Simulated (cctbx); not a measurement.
# A crystallographic session in cctbx: In17Bi2

Library: cctbx 2025.11. The data are simulated by the first script.

## 1. Simulate the data

run.py:

```python
from cctbx import adptbx, crystal, miller, sgtbx, xray
from cctbx.array_family import flex
from iotbx.shelx import hklf
from scitbx import matrix
import scitbx.random

cs = crystal.symmetry(unit_cell=(10.35, 10.35, 15.061, 90, 90, 120), space_group_symbol='Hall: -R 3 2"')  # R-3m
atoms = [  # label, site, U (iso, or U11 U22 U33 U12 U13 U23 in A^2), occupancy
    ("Bi1", (1/3, 2/3, 0.3319), 0.0028, 1),
    ("In1", (1/3, 2/3, 0.5682), 0.0038, 1),
    ("In2", (0.17135, 0.3427, 0.182), 0.0029, 1),
    ("In3", (0.7024, 0.7024, 0), 0.0032, 1),
    ("In4", (0.83333, 0.16667, 0.16667), 0.0037, 1),
]
xs = xray.structure(crystal_symmetry=cs)
for label, site, u, occ in atoms:
    u = adptbx.u_cif_as_u_star(cs.unit_cell(), u) if isinstance(u, tuple) else u
    xs.add_scatterer(xray.scatterer(label, site=site, u=u, occupancy=occ))
xs.set_inelastic_form_factors(1.54184, "sasaki")
xs.show_summary()
p1 = xs.expand_to_p1()
ms = miller.build_set(p1, anomalous_flag=True, d_min=0.83)
flex.set_random_seed(601802)
scitbx.random.set_random_seed(601802)
ms = ms.select(flex.random_double(ms.size()) < 0.8)
i = ms.structure_factors_from_scatterers(p1, algorithm="direct").f_calc().as_intensity_array().data()
i = i / flex.sqrt(1 + 0.1 * i / flex.max(i))  # extinction
i = i * 40000 / flex.max(i)
sig = flex.sqrt(i + flex.pow2(0.06 * i) + 4 ** 2)
noise = scitbx.random.variate(scitbx.random.normal_distribution())(i.size())
data = ms.array(data=i + sig * noise, sigmas=sig).set_observation_type_xray_intensity()
with open("data.hkl", "w") as f:
    data.export_as_shelx_hklf(f)
print("reflections written:", data.size(), " <I/sigma> = %.1f" % flex.mean(data.data() / data.sigmas()))
for h, a, b in list(data.sort("data"))[:12]:
    print("%4d%4d%4d %9.1f %7.1f" % (h + (a, b)))
```

```console
$ python run.py
```

```text
Number of scatterers: 5
At special positions: 5
Unit cell: (10.35, 10.35, 15.061, 90, 90, 120)
Space group: R -3 m :H (No. 166)
reflections written: 8169  <I/sigma> = 4.3
   6   0   0   42081.0  2408.3
   0  -6   0   40978.0  2408.3
  -6   0   0   40780.7  2408.3
  -6   6   0   39102.9  2408.3
   6  -6   0   38288.3  2408.3
   0   6   0   37877.8  2408.3
   0   0  12   30868.2  1662.8
  -3   0   3   30621.6  1588.7
   2   2   0   29604.8  1786.2
  -2   4   0   29456.0  1786.2
   2  -4   0   29133.9  1786.2
  -4   2   0   29084.6  1786.2
```

Run time: 0.53 s on 1 thread of Arm Neoverse N1, with other jobs on the host, peak memory 0.07 GiB.

## 2. Refinement (right model, isotropic)

run.py:

```python
import math
from cctbx import adptbx, crystal, maptbx, sgtbx, xray
from cctbx.array_family import flex
from cctbx.xray import observations
from iotbx.shelx import hklf
from scitbx.lstbx import normal_eqns_solving
from smtbx import absolute_structure, utils
from smtbx.refinement import constraints, least_squares

cs = crystal.symmetry(unit_cell=(10.35, 10.35, 15.061, 90, 90, 120), space_group_symbol='Hall: -R 3 2"')  # R-3m
atoms = [  # label, site, U (iso, or U11 U22 U33 U12 U13 U23 in A^2), occupancy
    ("Bi1", (1/3, 2/3, 0.3358), 0.0200, 1),
    ("In1", (1/3, 2/3, 0.5676), 0.0200, 1),
    ("In2", (0.1706, 0.3413, 0.183), 0.0200, 1),
    ("In3", (0.7017, 0.7017, 0), 0.0200, 1),
    ("In4", (0.83333, 0.16667, 0.16667), 0.0200, 1),
]
xs = xray.structure(crystal_symmetry=cs)
for label, site, u, occ in atoms:
    u = adptbx.u_cif_as_u_star(cs.unit_cell(), u) if isinstance(u, tuple) else u
    xs.add_scatterer(xray.scatterer(label, site=site, u=u, occupancy=occ))
xs.set_inelastic_form_factors(1.54184, "sasaki")
raw = hklf.reader(file_name="data.hkl").as_miller_arrays(crystal_symmetry=cs, anomalous=True)[0]
merged = raw.eliminate_sys_absent().merge_equivalents()
fo2 = merged.array().set_observation_type_xray_intensity()
print("Rint %.3f, %d unique reflections to %.2f A" % (merged.r_int(), fo2.size(), fo2.d_min()))
for sc in xs.scatterers():
    sc.flags.set_grad_site(True)
    sc.flags.set_grad_u_aniso(sc.flags.use_u_aniso())
    sc.flags.set_grad_u_iso(sc.flags.use_u_iso())
obs = fo2.as_xray_observations()
extra = {}
rep = constraints.reparametrisation(xs, [], utils.connectivity_table(xs), **extra)
ls = least_squares.crystallographic_ls(obs, rep, weighting_scheme=least_squares.mainstream_shelx_weighting(a=0, b=0))
print("cycle     R1     wR2    GooF  max shift (A)")
for cycle in range(8):
    ls.build_up()
    r1, wr2, goof = ls.r1_factor(cutoff_factor=2)[0], ls.wR2(), ls.goof()
    old = xs.sites_cart()
    normal_eqns_solving.levenberg_marquardt_iterations(ls, n_max_iterations=3, tau=1e-06, step_threshold=1e-7)
    big = flex.max((xs.sites_cart() - old).norms())
    print("%4d %7.4f %7.4f %7.3f %9.5f" % (cycle + 1, r1, wr2, goof, big))
    ls.build_up(objective_only=True)
    if abs(ls.wR2() - wr2) < 5e-5 and big < 5e-4:
        break
ls.build_up()
print("final R1 %.4f wR2 %.4f GooF %.3f  parameters %d  data/parameter %.1f" % (ls.r1_factor(cutoff_factor=2)[0], ls.wR2(), ls.goof(), ls.n_parameters, fo2.size() / ls.n_parameters))
cov = ls.covariance_matrix_and_annotations()
su = dict(zip(cov.annotations, (math.sqrt(max(v, 0)) for v in cov.matrix.matrix_packed_u_diagonal())))
a2 = cs.unit_cell().reciprocal_parameters()[0] ** -2
print("atom        x        y        z      Ueq    occ   su(xyz)  su(Uiso or U11)")
for sc in xs.scatterers():
    s = max(su.get(sc.label + k, 0) for k in (".x", ".y", ".z"))
    npd = "" if sc.is_positive_definite_u(cs.unit_cell()) else "  NPD"
    print("%-5s %8.5f %8.5f %8.5f %8.4f %6.3f %8.5f %7.4f%s" % ((sc.label,) + sc.site + (sc.u_iso_or_equiv(cs.unit_cell()), sc.occupancy, s, su.get(sc.label + ".uiso", su.get(sc.label + ".u11", 0) * a2), npd)))
fo = fo2.f_sq_as_f()
fc = fo.structure_factors_from_scatterers(xs, algorithm="direct").f_calc()
diff = fo.f_obs_minus_f_calc(1 / math.sqrt(ls.scale_factor()), fc).average_bijvoet_mates()
m = diff.fft_map(symmetry_flags=maptbx.use_space_group_symmetry, resolution_factor=0.25).apply_volume_scaling()
print("difference map: max %.2f min %.2f rms %.2f" % (m.statistics().max(), m.statistics().min(), m.statistics().sigma()))
peaks = m.peak_search(parameters=maptbx.peak_search_parameters(min_distance_sym_equiv=0.6, max_clusters=6)).all()
near = xs.closest_distances(peaks.sites(), distance_cutoff=4)
sps = cs.special_position_settings(min_distance_sym_equiv=0.5)
for k, (x, h) in enumerate(zip(peaks.sites(), peaks.heights())):
    ss = sps.site_symmetry(x)
    print("Q%-3d %7.4f %7.4f %7.4f %4d %7.2f  %.2f A from %s" % ((k + 1,) + tuple(t % 1 for t in ss.exact_site()) + (ss.multiplicity(), h, near.smallest_distances[k], xs.scatterers()[near.i_seqs[k]].label)))
```

```console
$ python run.py
```

```text
Rint 0.047, 340 unique reflections to 0.83 A
cycle     R1     wR2    GooF  max shift (A)
   1  0.1612  0.4342  15.962   0.05849
   2  0.0112  0.0271   0.998   0.00000
final R1 0.0112 wR2 0.0271 GooF 0.998  parameters 10  data/parameter 34.0
atom        x        y        z      Ueq    occ   su(xyz)  su(Uiso or U11)
Bi1    0.33333  0.66667  0.33192   0.0025  1.000  0.00002  0.0001
In1    0.33333  0.66667  0.56817   0.0036  1.000  0.00003  0.0001
In2    0.17134  0.34267  0.18201   0.0026  1.000  0.00003  0.0001
In3    0.70236  0.70236  0.00000   0.0029  1.000  0.00003  0.0001
In4    0.83333  0.16667  0.16667   0.0035  1.000  0.00000  0.0001
difference map: max 0.73 min -1.26 rms 0.21
Q1    0.1114  0.2229  0.9857   18    0.73  1.69 A from In3
Q2    0.0401  0.0801  0.7004   18    0.71  0.89 A from Bi1
Q3    0.0963  0.5481  0.0193   18    0.68  2.14 A from In2
Q4    0.1156  0.2313  0.7016   18    0.67  2.04 A from In3
Q5    0.0890  0.1779  0.2454   18    0.66  1.76 A from In2
Q6    0.0518  0.1035  0.4712   18    0.60  1.99 A from In2
```

Time: 0.64 s.

## 3. Refinement (right model, anisotropic)

run.py, as its changes from the last script of this kind:

```diff
@@ -12,5 +12,5 @@
-    ("Bi1", (1/3, 2/3, 0.3358), 0.0200, 1),
-    ("In1", (1/3, 2/3, 0.5676), 0.0200, 1),
-    ("In2", (0.1706, 0.3413, 0.183), 0.0200, 1),
-    ("In3", (0.7017, 0.7017, 0), 0.0200, 1),
-    ("In4", (0.83333, 0.16667, 0.16667), 0.0200, 1),
+    ("Bi1", (1/3, 2/3, 0.33192), 0.0030, 1),
+    ("In1", (1/3, 2/3, 0.56817), 0.0036, 1),
+    ("In2", (0.17134, 0.34267, 0.18201), 0.0030, 1),
+    ("In3", (0.70236, 0.70236, 0), 0.0030, 1),
+    ("In4", (0.83333, 0.16667, 0.16667), 0.0035, 1),
@@ -22,0 +23 @@
+xs.convert_to_anisotropic()
```

```console
$ python run.py
```

```text
Rint 0.047, 340 unique reflections to 0.83 A
cycle     R1     wR2    GooF  max shift (A)
   1  0.0119  0.0302   1.130   0.00013
   2  0.0111  0.0269   1.006   0.00000
final R1 0.0111 wR2 0.0269 GooF 1.006  parameters 21  data/parameter 16.2
atom        x        y        z      Ueq    occ   su(xyz)  su(Uiso or U11)
Bi1    0.33333  0.66667  0.33192   0.0025  1.000  0.00002  0.0001
In1    0.33333  0.66667  0.56816   0.0036  1.000  0.00003  0.0002
In2    0.17134  0.34267  0.18202   0.0026  1.000  0.00003  0.0001
In3    0.70236  0.70236  0.00000   0.0029  1.000  0.00003  0.0001
In4    0.83333  0.16667  0.16667   0.0035  1.000  0.00000  0.0002
difference map: max 0.75 min -1.27 rms 0.21
Q1    0.1114  0.2228  0.9864   18    0.75  1.69 A from In3
Q2    0.0400  0.0799  0.7007   18    0.71  0.89 A from Bi1
Q3    0.0964  0.5482  0.0188   18    0.68  2.14 A from Bi1
Q4    0.1156  0.2313  0.7021   18    0.67  2.05 A from In3
Q5    0.0888  0.1775  0.2452   18    0.65  1.76 A from In2
Q6    0.0011  0.2575  0.9159   36    0.61  1.34 A from In3
```

Time: 0.66 s.

## 4. Refinement

run.py, as its changes from the last script of this kind:

```diff
@@ -25 +25 @@
-merged = raw.eliminate_sys_absent().merge_equivalents()
+merged = raw.eliminate_sys_absent().resolution_filter(d_min=1.6).merge_equivalents()
@@ -37 +37 @@
-for cycle in range(8):
+for cycle in range(12):
```

```console
$ python run.py
```

```text
Rint 0.047, 55 unique reflections to 1.60 A
cycle     R1     wR2    GooF  max shift (A)
   1  0.0122  0.0312   1.325   0.00218
   2  0.0083  0.0207   0.878   0.00000
final R1 0.0083 wR2 0.0207 GooF 0.878  parameters 21  data/parameter 2.6
atom        x        y        z      Ueq    occ   su(xyz)  su(Uiso or U11)
Bi1    0.33333  0.66667  0.33200   0.0033  1.000  0.00007  0.0011
In1    0.33333  0.66667  0.56830   0.0033  1.000  0.00015  0.0016  NPD
In2    0.17139  0.34279  0.18214   0.0057  1.000  0.00012  0.0018
In3    0.70245  0.70245  0.00000   0.0042  1.000  0.00013  0.0013
In4    0.83333  0.16667  0.16667   0.0057  1.000  0.00000  0.0017  NPD
difference map: max 0.29 min -0.37 rms 0.07
Q1    0.1229  0.2458  0.0070   18    0.31  1.61 A from In3
Q2    0.0853  0.1707  0.0776   18    0.16  1.56 A from In1
Q3    0.0819  0.1637  0.6784   18    0.16  1.48 A from Bi1
Q4    0.1153  0.2307  0.3942   18    0.14  1.60 A from In2
Q5    0.0691  0.5346  0.4737   18    0.14  0.73 A from In4
Q6    0.0088  0.1893  0.2328   36    0.14  1.81 A from In2
```

Time: 0.61 s.

This run holds a fault made on purpose: data cut at low resolution.

## 5. Refinement

run.py, as its changes from the last script of this kind:

```diff
@@ -22 +22 @@
-xs.set_inelastic_form_factors(1.54184, "sasaki")
+# no anomalous dispersion
@@ -25 +25 @@
-merged = raw.eliminate_sys_absent().resolution_filter(d_min=1.6).merge_equivalents()
+merged = raw.eliminate_sys_absent().merge_equivalents()
```

```console
$ python run.py
```

```text
Rint 0.047, 340 unique reflections to 0.83 A
cycle     R1     wR2    GooF  max shift (A)
   1  0.0390  0.1426   5.330   0.00084
   2  0.0164  0.0533   1.995   0.00000
final R1 0.0164 wR2 0.0533 GooF 1.995  parameters 21  data/parameter 16.2
atom        x        y        z      Ueq    occ   su(xyz)  su(Uiso or U11)
Bi1    0.33333  0.66667  0.33190   0.0057  1.000  0.00003  0.0003
In1    0.33333  0.66667  0.56823   0.0017  1.000  0.00006  0.0003
In2    0.17133  0.34267  0.18205   0.0006  1.000  0.00006  0.0003
In3    0.70236  0.70236  0.00000   0.0010  1.000  0.00006  0.0003
In4    0.83333  0.16667  0.16667   0.0017  1.000  0.00000  0.0003
difference map: max 1.38 min -3.08 rms 0.30
Q1    0.0000  0.0000  0.1053    6    1.38  0.10 A from In1
Q2    0.0375  0.4133  0.6734   36    1.00  0.46 A from In3
Q3    0.0469  0.5235  0.4845   18    0.94  0.48 A from In4
Q4    0.0439  0.0879  0.7150   18    0.88  1.09 A from Bi1
Q5    0.1119  0.2238  0.9874   18    0.83  1.69 A from In3
Q6    0.1121  0.2242  0.7032   18    0.76  2.09 A from In3
```

Time: 0.68 s.

This run holds a fault made on purpose: anomalous dispersion left out.

## 6. Refinement

run.py, as its changes from the last script of this kind:

```diff
@@ -16,0 +17 @@
+    ("In5", (0.397, 0.683, 0.889), 0.0300, 1),
@@ -22,2 +23 @@
-# no anomalous dispersion
-xs.convert_to_anisotropic()
+xs.set_inelastic_form_factors(1.54184, "sasaki")
```

```console
$ python run.py
```

```text
Rint 0.047, 340 unique reflections to 0.83 A
cycle     R1     wR2    GooF  max shift (A)
   1  0.8267  0.9803  36.197   0.01333
   2  0.9166  0.9944  36.719   0.01876
   3  0.8072  0.9772  36.085   0.05881
   4  0.8038  0.9768  36.071   0.08946
   5  0.7993  0.9758  36.032   0.11164
   6  0.7947  0.9746  35.989   0.26104
   7  0.7877  0.9730  35.931   0.43374
   8  0.6393  0.9279  34.263   1.48919
   9  0.3993  0.7933  29.294   0.19223
  10  0.3874  0.7843  28.960   0.36815
  11  0.3689  0.7701  28.438   0.82086
  12  0.3566  0.7576  27.976   0.20275
final R1 0.3526 wR2 0.7532 GooF 27.812  parameters 13  data/parameter 26.2
atom        x        y        z      Ueq    occ   su(xyz)  su(Uiso or U11)
Bi1    0.33333  0.66667  0.33165   0.0001  1.000  0.00106  0.0065
In1    0.33333  0.66667  0.56841   0.0001  1.000  0.00198  0.0079
In2    0.17168  0.34336  0.18197   0.0001  1.000  0.00189  0.0066
In3    0.70237  0.70237  0.00000   0.0001  1.000  0.00174  0.0065
In4    0.83333  0.16667  0.16667   0.0001  1.000  0.00000  0.0074
In5    0.60526  0.80263  0.82857   1.0000  1.000  0.03349  0.1699
difference map: max 191.44 min -15.94 rms 9.18
Q1    0.0000  0.0000  0.3342    6  191.60  0.01 A from Bi1
Q2    0.0000  0.2977  0.0000   18  107.83  0.00 A from In3
Q3    0.0074  0.5037  0.1514   18  106.95  0.02 A from In2
Q4    0.0000  0.0000  0.0978    6  104.74  0.01 A from In1
Q5    0.0000  0.5000  0.5000    9  103.89  0.00 A from In4
Q6    0.0000  0.0000  0.4151    6   11.81  1.21 A from Bi1
```

Run time: 1.2 s on 1 thread of Arm Neoverse N1, with other jobs on the host, peak memory 0.09 GiB.

This run holds a fault made on purpose: spurious atom: In5.

[Logs are printed without paths, hosts, clocks, repeated set-up lines and the standing remarks that a program may print on its own settings, such as how far it seeks lower states.]
